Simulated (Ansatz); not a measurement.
# Resistivity from frozen vibrations: Rh(111) with 4 thermally displaced layers, 2x2, part 2 of 2

Aim: the resistivity of Rh at 180 K from frozen thermal displacements between perfect leads.

Ansatz 0.2.0; Ansatz plane-wave DFT, PBE, PAW files; ballistic transport by layer matching (Landauer), zero bias; PAW set soft_1.

So far, open channels per spin nearest the Fermi level: step 2 (with 4 displaced layers) 7.2.

## 3. With 8 displaced layers

Each atom of 8 layers is moved at random, by amounts drawn from a normal law 0.0362 Å wide in each direction from the Debye model (480 K) at 180 K. A fresh draw is used; the growth of the resistance with length is what counts.

System of this step: Rh(111) with 8 thermally displaced layers, 2x2. The cell holds 56 atoms: 56 Rh. Cell: a = 5.378 Å, b = 5.378 Å, c = 30.779 Å, α = 87.5°, β = 92.5°, γ = 120.0°. It derives from Rh. Regions: lead, 24 atoms (24 Rh); scattering region, 32 atoms (32 Rh). The structure is stacked along c, and the current runs across the ab planes.

Input file input.yaml:

```yaml
crystal:
  lattice:
    - [5.3783955991, 0.0, 0.0]
    - [-2.6891977995, 4.6578272204, 0.0]
    - [-1.3445988998, 0.7763045367, 30.7400913226]
  atoms:
    - { symbol: Rh, position: [0.005952381, 0.994047619, 0.0357142857] }
    - { symbol: Rh, position: [0.005952381, 0.494047619, 0.0357142857] }
    - { symbol: Rh, position: [0.505952381, 0.994047619, 0.0357142857] }
    - { symbol: Rh, position: [0.505952381, 0.494047619, 0.0357142857] }
    - { symbol: Rh, position: [0.1845238095, 0.3154761905, 0.1071428571] }
    - { symbol: Rh, position: [0.1845238095, 0.8154761905, 0.1071428571] }
    - { symbol: Rh, position: [0.6845238095, 0.3154761905, 0.1071428571] }
    - { symbol: Rh, position: [0.6845238095, 0.8154761905, 0.1071428571] }
    - { symbol: Rh, position: [0.3630952381, 0.1369047619, 0.1785714286] }
    - { symbol: Rh, position: [0.3630952381, 0.6369047619, 0.1785714286] }
    - { symbol: Rh, position: [0.8630952381, 0.1369047619, 0.1785714286] }
    - { symbol: Rh, position: [0.8630952381, 0.6369047619, 0.1785714286] }
    - { symbol: Rh, position: [0.0589650981, 0.968479156, 0.2504206559] }
    - { symbol: Rh, position: [0.0336492828, 0.4581699486, 0.2507727061] }
    - { symbol: Rh, position: [0.5346183306, 0.9613183746, 0.2505059726] }
    - { symbol: Rh, position: [0.5416202223, 0.4492647295, 0.2492211407] }
    - { symbol: Rh, position: [0.2130996309, 0.2703334789, 0.3234759004] }
    - { symbol: Rh, position: [0.2181289132, 0.782368118, 0.3211242177] }
    - { symbol: Rh, position: [0.7361434176, 0.2898944273, 0.3221740613] }
    - { symbol: Rh, position: [0.7057503639, 0.7800319514, 0.3222333066] }
    - { symbol: Rh, position: [0.4035210307, 0.0960330434, 0.3950017477] }
    - { symbol: Rh, position: [0.3875404362, 0.595868189, 0.3939577467] }
    - { symbol: Rh, position: [0.9069539673, 0.1167083924, 0.39307904] }
    - { symbol: Rh, position: [0.8928692182, 0.59847156, 0.3915728055] }
    - { symbol: Rh, position: [0.0713480382, 0.9274021722, 0.4649697775] }
    - { symbol: Rh, position: [0.0834904081, 0.4164257901, 0.4662738841] }
    - { symbol: Rh, position: [0.5814777973, 0.9349341997, 0.4637763022] }
    - { symbol: Rh, position: [0.5736055785, 0.4243570736, 0.4654997897] }
    - { symbol: Rh, position: [0.2544982058, 0.239762254, 0.5341355984] }
    - { symbol: Rh, position: [0.2486703816, 0.7477583806, 0.5368792309] }
    - { symbol: Rh, position: [0.7508454544, 0.2355305151, 0.536741903] }
    - { symbol: Rh, position: [0.7446908482, 0.7383865659, 0.5364452569] }
    - { symbol: Rh, position: [0.4207727487, 0.0685916737, 0.6064582348] }
    - { symbol: Rh, position: [0.4350045993, 0.5648484793, 0.6073807566] }
    - { symbol: Rh, position: [0.9365269908, 0.0593062935, 0.608815429] }
    - { symbol: Rh, position: [0.9429141897, 0.57180192, 0.6085139643] }
    - { symbol: Rh, position: [0.1216869729, 0.8934468676, 0.6786604063] }
    - { symbol: Rh, position: [0.1028212441, 0.3860066704, 0.6776656687] }
    - { symbol: Rh, position: [0.6044161707, 0.8890239992, 0.6779022155] }
    - { symbol: Rh, position: [0.6021688692, 0.3787499093, 0.6788873698] }
    - { symbol: Rh, position: [0.2992134025, 0.2186091197, 0.7499836217] }
    - { symbol: Rh, position: [0.304347702, 0.7190007117, 0.7513538065] }
    - { symbol: Rh, position: [0.7805932006, 0.2178113157, 0.7503997509] }
    - { symbol: Rh, position: [0.7960345189, 0.7111419984, 0.7504505256] }
    - { symbol: Rh, position: [0.4702380952, 0.0297619048, 0.8214285714] }
    - { symbol: Rh, position: [0.4702380952, 0.5297619048, 0.8214285714] }
    - { symbol: Rh, position: [0.9702380952, 0.0297619048, 0.8214285714] }
    - { symbol: Rh, position: [0.9702380952, 0.5297619048, 0.8214285714] }
    - { symbol: Rh, position: [0.1488095238, 0.8511904762, 0.8928571429] }
    - { symbol: Rh, position: [0.1488095238, 0.3511904762, 0.8928571429] }
    - { symbol: Rh, position: [0.6488095238, 0.8511904762, 0.8928571429] }
    - { symbol: Rh, position: [0.6488095238, 0.3511904762, 0.8928571429] }
    - { symbol: Rh, position: [0.3273809524, 0.1726190476, 0.9642857143] }
    - { symbol: Rh, position: [0.3273809524, 0.6726190476, 0.9642857143] }
    - { symbol: Rh, position: [0.8273809524, 0.1726190476, 0.9642857143] }
    - { symbol: Rh, position: [0.8273809524, 0.6726190476, 0.9642857143] }
kpoints:
  mp_grid: { grid: [5, 5, 1] }
hamiltonian:
  xc: pbe
  pseudopotentials: { kind: paw, azcp: { folder: soft_1 } }
scf:
  occupations: { method: fermi_dirac, width: 0.1 }
output:
  transmission:
    leads: [[0, 4]]
    kmesh: [10, 10]
    e_range: [-0.05, 0.05]
    de: 0.05
  write_potential: true
  write_density: true
  volumetric_format: npy
```

On the command line:

```sh
$ ansatz run input.yaml --threads 4 --pin off --max-ram 15360MiB --backend cpu --events-out ev --progress --plain --runs-dir out
```

Numbers of over 12 decimals in the logs are rounded to 6 here.

Output:

```text
[...]
Crystal: 56 atoms, lattice volume = 770.090 Å³
Basis set: ecut = 420 eV, 14937 PW (Γ)
Bands: 572, of which v1, the nominal top of the filled ones, is band 476 counted from 1 (475 counted from 0)
Symmetry: 1 space group operations
[...]
k-points: 13 of 25 (time reversal used)
[...]
SCF iter   1: F=—  HF=-358590.839416 eV  |F-HF|=—  |Δ(HF+E_count)|=         —  Δρ=1.10e-1  dr2=8.65e1  ethr=3.10e-3  ⟨swp⟩=4.5  Hψ=21092  notcnv=0  defer=85
[...]
SCF iter   9: F=-358564.863718 eV  HF=-358564.863718 eV  |F-HF|=3.96e-8  |Δ(HF+E_count)|=   3.84e-9  Δρ=1.41e-6  dr2=4.42e-8  ethr=1.05e-11  ⟨swp⟩=7.7  Hψ=18862  notcnv=0
SCF 1 converged in 9 iterations: F = -358564.863718 eV  dr2 = 4.42e-8
[...]
transmission: 288 of 2860 steps passed
transmission: 572 of 2860 steps passed
[...]
transmission: 2860 of 2860 steps passed
SCF converged after 9 iterations
Free energy (F): -358564.863718 eV
[...]
Internal energy: -358562.349870 eV  (E = F + TS)
E sigma→0 (E₀):  -358563.606794 eV
Entropy (-TS):   -2.513848 eV (-44.890 meV/atom)
Fermi energy:    22.417220 eV
[...]
--- Band table (eV; the first three rows and the last of 13) ---
  k-point 0: bands = [... 472 lower, 22.9761, 22.9793, 22.9820, 22.9843, 22.9884, 22.9899, 22.9973, 23.0023, ... 92 higher]
  k-point 1: bands = [... 472 lower, 22.6215, 22.6374, 22.6491, 22.6549, 22.6634, 22.6755, 22.6953, 22.7174, ... 92 higher]
  k-point 2: bands = [... 472 lower, 21.8703, 21.8984, 21.9399, 21.9727, 22.0292, 22.0699, 22.1102, 22.1433, ... 92 higher]
  k-point 12: bands = [... 472 lower, 22.3859, 22.3887, 22.3965, 22.4134, 22.4295, 22.4425, 22.4744, 22.4811, ... 92 higher]
--- Transmission ---
  basis      : 211 plane waves across, 55 finite elements along
  points     : 52, standing for a mesh of 10 x 10
[...]
channels       : 7.200000e0 a spin
[...]
junction   : crystal 0 to crystal 0, 0.70 to 29.24 Å
    transmission   : 6.247999e0 a spin
[...]
```

Run time: 15 min. Hardware: 4 threads of Arm Neoverse V1, shared host; peak memory 8.6 GiB.

Numbers from this step:

| Property | Result |
| --- | --- |
| free energy | -358564.8637 eV |
| energy at zero smearing | -358563.6068 eV |
| Fermi energy | 22.42 eV |
| transmission per spin nearest the Fermi level | 6.248 |
| step of the lead's potential | 2.5 meV |

Per spin. The transmission, zone mean by energy, zero at the Fermi level:

| energy (eV) | transmission, zone mean |
| --- | --- |
| -0.0500 | 6.07 |
| 0.0000 | 6.25 |
| 0.0500 | 6.24 |

Over the solved energies the transmission per spin lies between 6.07 and 6.25, out of 7 channels of the lead on average (up to 7.2).

## 4. With 12 displaced layers

Each atom of 12 layers is moved at random, by amounts drawn from a normal law 0.0362 Å wide in each direction from the Debye model (480 K) at 180 K. A fresh draw is used; the growth of the resistance with length is what counts.

System of this step: Rh(111) with 12 thermally displaced layers, 2x2. The cell holds 72 atoms: 72 Rh. Cell: a = 5.378 Å, b = 5.378 Å, c = 39.523 Å, α = 90.0°, β = 90.0°, γ = 120.0°. It derives from Rh. Regions: lead, 24 atoms (24 Rh); scattering region, 48 atoms (48 Rh). The structure is stacked along c, and the current runs across the ab planes.

Input file input.yaml:

```yaml
crystal:
  lattice:
    - [5.3783955991, 0.0, 0.0]
    - [-2.6891977995, 4.6578272204, 0.0]
    - [0.0, 0.0, 39.5229745576]
  atoms:
    - { symbol: Rh, position: [0.0, 0.0, 0.0277777778] }
    - { symbol: Rh, position: [0.0, 0.5, 0.0277777778] }
    - { symbol: Rh, position: [0.5, 0.0, 0.0277777778] }
    - { symbol: Rh, position: [0.5, 0.5, 0.0277777778] }
    - { symbol: Rh, position: [0.1666666667, 0.3333333333, 0.0833333333] }
    - { symbol: Rh, position: [0.1666666667, 0.8333333333, 0.0833333333] }
    - { symbol: Rh, position: [0.6666666667, 0.3333333333, 0.0833333333] }
    - { symbol: Rh, position: [0.6666666667, 0.8333333333, 0.0833333333] }
    - { symbol: Rh, position: [0.3333333333, 0.1666666667, 0.1388888889] }
    - { symbol: Rh, position: [0.3333333333, 0.6666666667, 0.1388888889] }
    - { symbol: Rh, position: [0.8333333333, 0.1666666667, 0.1388888889] }
    - { symbol: Rh, position: [0.8333333333, 0.6666666667, 0.1388888889] }
    - { symbol: Rh, position: [0.0007547865, 0.9972119052, 0.1927035239] }
    - { symbol: Rh, position: [0.9961455274, 0.4937564852, 0.195433319] }
    - { symbol: Rh, position: [0.498381571, 0.0006484496, 0.1936666421] }
    - { symbol: Rh, position: [0.4965200324, 0.4999104094, 0.1930846042] }
    - { symbol: Rh, position: [0.1682775091, 0.3325093475, 0.2489144901] }
    - { symbol: Rh, position: [0.1525254793, 0.8373188026, 0.249727566] }
    - { symbol: Rh, position: [0.6621838339, 0.3314988472, 0.2516629584] }
    - { symbol: Rh, position: [0.6666680706, 0.8340062053, 0.2486386056] }
    - { symbol: Rh, position: [0.3479792718, 0.173793857, 0.3065323195] }
    - { symbol: Rh, position: [0.3372144068, 0.6737873846, 0.3058951522] }
    - { symbol: Rh, position: [0.836867385, 0.1654844079, 0.3042062317] }
    - { symbol: Rh, position: [0.8327393349, 0.6516355972, 0.3053358969] }
    - { symbol: Rh, position: [0.9945735407, 0.9918988991, 0.3616724168] }
    - { symbol: Rh, position: [0.996955467, 0.4966063384, 0.361587019] }
    - { symbol: Rh, position: [0.5021887591, 0.0107898139, 0.3614328633] }
    - { symbol: Rh, position: [0.489257285, 0.4848966452, 0.3599138813] }
    - { symbol: Rh, position: [0.1737816847, 0.332940233, 0.4164074696] }
    - { symbol: Rh, position: [0.1727396019, 0.8233695132, 0.4161305051] }
    - { symbol: Rh, position: [0.6657647503, 0.3378880931, 0.4160592095] }
    - { symbol: Rh, position: [0.6563054207, 0.8208642815, 0.4173343759] }
    - { symbol: Rh, position: [0.3369062875, 0.1629660975, 0.4723717577] }
    - { symbol: Rh, position: [0.3228045995, 0.6630015482, 0.4734837171] }
    - { symbol: Rh, position: [0.8432200838, 0.184613932, 0.4715015583] }
    - { symbol: Rh, position: [0.8364777909, 0.6651479468, 0.4727402206] }
    - { symbol: Rh, position: [0.9977717488, 0.9956405252, 0.5269834867] }
    - { symbol: Rh, position: [0.0203261055, 0.4993991715, 0.5259315531] }
    - { symbol: Rh, position: [0.4982701501, 0.0052671188, 0.527320027] }
    - { symbol: Rh, position: [0.5130456876, 0.5077867867, 0.5276383139] }
    - { symbol: Rh, position: [0.1595871455, 0.3255278818, 0.5826925237] }
    - { symbol: Rh, position: [0.1614341826, 0.8426892723, 0.5847895977] }
    - { symbol: Rh, position: [0.6536263479, 0.324153835, 0.5817142854] }
    - { symbol: Rh, position: [0.6481171582, 0.8092028227, 0.5822875929] }
    - { symbol: Rh, position: [0.34071561, 0.1639814283, 0.6396712488] }
    - { symbol: Rh, position: [0.3368824022, 0.6803438059, 0.6390712702] }
    - { symbol: Rh, position: [0.8406772579, 0.1864942961, 0.6385918394] }
    - { symbol: Rh, position: [0.8259018841, 0.6682351352, 0.638853336] }
    - { symbol: Rh, position: [0.0035939158, 0.9928406034, 0.6951811516] }
    - { symbol: Rh, position: [0.0031434482, 0.4948133006, 0.6945938921] }
    - { symbol: Rh, position: [0.5035224841, 0.0182226044, 0.6937998145] }
    - { symbol: Rh, position: [0.4928121792, 0.4917204034, 0.6941275753] }
    - { symbol: Rh, position: [0.1696092893, 0.3392976396, 0.749441108] }
    - { symbol: Rh, position: [0.1599151315, 0.8223298222, 0.7492425248] }
    - { symbol: Rh, position: [0.6892504142, 0.3414218735, 0.7492846172] }
    - { symbol: Rh, position: [0.6538801924, 0.8257548532, 0.7499801423] }
    - { symbol: Rh, position: [0.3306758069, 0.160884357, 0.8043777146] }
    - { symbol: Rh, position: [0.3446566539, 0.67017543, 0.8052126438] }
    - { symbol: Rh, position: [0.8297921147, 0.1625531911, 0.802867647] }
    - { symbol: Rh, position: [0.8299533608, 0.6583505101, 0.8046376121] }
    - { symbol: Rh, position: [0.0, 0.0, 0.8611111111] }
    - { symbol: Rh, position: [0.0, 0.5, 0.8611111111] }
    - { symbol: Rh, position: [0.5, 0.0, 0.8611111111] }
    - { symbol: Rh, position: [0.5, 0.5, 0.8611111111] }
    - { symbol: Rh, position: [0.1666666667, 0.3333333333, 0.9166666667] }
    - { symbol: Rh, position: [0.1666666667, 0.8333333333, 0.9166666667] }
    - { symbol: Rh, position: [0.6666666667, 0.3333333333, 0.9166666667] }
    - { symbol: Rh, position: [0.6666666667, 0.8333333333, 0.9166666667] }
    - { symbol: Rh, position: [0.3333333333, 0.1666666667, 0.9722222222] }
    - { symbol: Rh, position: [0.3333333333, 0.6666666667, 0.9722222222] }
    - { symbol: Rh, position: [0.8333333333, 0.1666666667, 0.9722222222] }
    - { symbol: Rh, position: [0.8333333333, 0.6666666667, 0.9722222222] }
kpoints:
  mp_grid: { grid: [5, 5, 1] }
hamiltonian:
  xc: pbe
  pseudopotentials: { kind: paw, azcp: { folder: soft_1 } }
scf:
  occupations: { method: fermi_dirac, width: 0.1 }
output:
  transmission:
    leads: [[0, 4]]
    kmesh: [10, 10]
    e_range: [-0.05, 0.05]
    de: 0.05
  write_potential: true
  write_density: true
  volumetric_format: npy
```

Output:

```text
[...]
Crystal: 72 atoms, lattice volume = 990.115 Å³
Basis set: ecut = 420 eV, 19231 PW (Γ)
Bands: 735, of which v1, the nominal top of the filled ones, is band 612 counted from 1 (611 counted from 0)
Symmetry: 1 space group operations
[...]
k-points: 13 of 25 (time reversal used)
[...]
SCF iter   1: F=—  HF=-461044.996791 eV  |F-HF|=—  |Δ(HF+E_count)|=         —  Δρ=1.10e-1  dr2=1.11e2  ethr=3.10e-3  ⟨swp⟩=4.5  Hψ=26882  notcnv=0  defer=108
[...]
SCF iter   9: F=-461011.706700 eV  HF=-461011.706700 eV  |F-HF|=7.37e-8  |Δ(HF+E_count)|=   1.39e-8  Δρ=1.43e-6  dr2=7.98e-8  ethr=8.17e-12  ⟨swp⟩=7.7  Hψ=23888  notcnv=0
SCF 1 converged in 9 iterations: F = -461011.706700 eV  dr2 = 7.98e-8
[...]
transmission: 366 of 3640 steps passed
transmission: 728 of 3640 steps passed
[...]
transmission: 3640 of 3640 steps passed
SCF converged after 9 iterations
Free energy (F): -461011.706700 eV
[...]
Internal energy: -461008.534139 eV  (E = F + TS)
E sigma→0 (E₀):  -461010.120420 eV
Entropy (-TS):   -3.172560 eV (-44.063 meV/atom)
Fermi energy:    22.421287 eV
[...]
--- Band table (eV; the first three rows and the last of 13) ---
  k-point 0: bands = [... 608 lower, 22.9705, 22.9748, 22.9771, 22.9772, 22.9807, 22.9854, 22.9879, 22.9911, ... 119 higher]
  k-point 1: bands = [... 608 lower, 22.6341, 22.6370, 22.6456, 22.6585, 22.6602, 22.6694, 22.6779, 22.6852, ... 119 higher]
  k-point 2: bands = [... 608 lower, 21.9188, 21.9434, 21.9590, 21.9895, 22.0154, 22.0262, 22.0583, 22.0646, ... 119 higher]
  k-point 12: bands = [... 608 lower, 22.4007, 22.4099, 22.4190, 22.4299, 22.4391, 22.4505, 22.4566, 22.4690, ... 119 higher]
--- Transmission ---
  basis      : 211 plane waves across, 70 finite elements along
  points     : 52, standing for a mesh of 10 x 10
[...]
channels       : 7.200000e0 a spin
[...]
junction   : crystal 0 to crystal 0, 0.70 to 38.03 Å
    transmission   : 5.788200e0 a spin
[...]
```

It took 24 min on 4 threads; peak memory 7.4 GiB; 1.5 h of CPU time.

This step gave:

```
free energy                                   : -461011.7067 eV
energy at zero smearing                       : -461010.1204 eV
transmission per spin nearest the Fermi level : 5.788
step of the lead's potential                  : 3.8 meV
```

Per spin. Table of transmission, zone mean by energy, zero at the Fermi level:

| energy (eV) | transmission, zone mean |
| --- | --- |
| -0.0500 | 5.65 |
| 0.0000 | 5.79 |
| 0.0500 | 5.85 |

Over the solved energies the transmission per spin lies between 5.65 and 5.85, out of 7 channels of the lead on average (up to 7.2).

## 5. Resistance against length

This step: Ansatz plane-wave DFT, PBE, PAW files; ballistic transport by layer matching (Landauer), zero bias; resistivity from the slope of the area resistance; PAW set soft_1 (Ansatz 0.2.0).

This step gave:

```yaml
resistivity: 4.104 µΩ cm
intercept: -0.009735 fΩ m²
scatter_about_the_fit: 9.35e-4 fΩ m²
```

Resistance, by row:

| run | length (Å) | T | channels N | RA (fΩ m²) |
| --- | --- | --- | --- | --- |
| n4 | 8.783 | 6.614 | 7 | 0.02697 |
| n8 | 17.57 | 6.183 | 7 | 0.06104 |
| n12 | 26.35 | 5.764 | 7 | 0.09907 |

The area resistance by length of the displaced region:

```
length of the displaced region (Å)  area resistance (fΩ m²)
                              8.78                   0.0270
                             17.57                   0.0610
                             26.35                   0.0991
```

The area resistance goes from 0.027 to 0.099 fΩ m² between 8.8 and 26.3 Å, a slope of 4.1 µΩ cm.

By hand from the end points: (0.09907 − 0.02697) fΩ m² / (26.35 − 8.78) Å = 4.1 µΩ cm, since 1 fΩ m² per Å is 1000 µΩ cm.

## 6. Results

```json
{
 "resistivity from the slope": "4.10 µΩ cm",
 "area resistance over 8.78 Å": "0.0270 fΩ m²",
 "area resistance over 17.6 Å": "0.0610 fΩ m²",
 "area resistance over 26.3 Å": "0.0991 fΩ m²"
}
```

What this shows: The slope gives 4.1 µΩ cm. The points scatter by 9.3e-4 fΩ m² about the line, with one random draw a length in a 2x2 cell, so the slope is a rough value. The mean square of the displacements drawn is 0.78, 0.99 and 1.2 of the nominal one at the three lengths; with each resistance scaled back by that, the slope is 2.8 µΩ cm, the value used below. Read with a model of isotropic scattering on a spherical Fermi surface and the lead's 2.2×10¹⁵ S/m², this slope means a mean free path near 142 Å; over these lengths the model's slope is 1.16 times its bulk resistivity, which would be 2.4 µΩ cm. Uncorrelated displacements put too much weight on short waves, which scatter strongly; with the sideways repeat of a small cell, one draw and three short lengths, the method is good to a factor of two or three.

[Logs are printed without paths, hosts, clocks, repeated set-up lines and the standing remarks that a program may print on its own settings, such as how far it seeks lower states.]

[Hosts, paths, dates, database ids (printed as entryN), source tags and the programs' standing remarks are cut or masked in the printed files.]
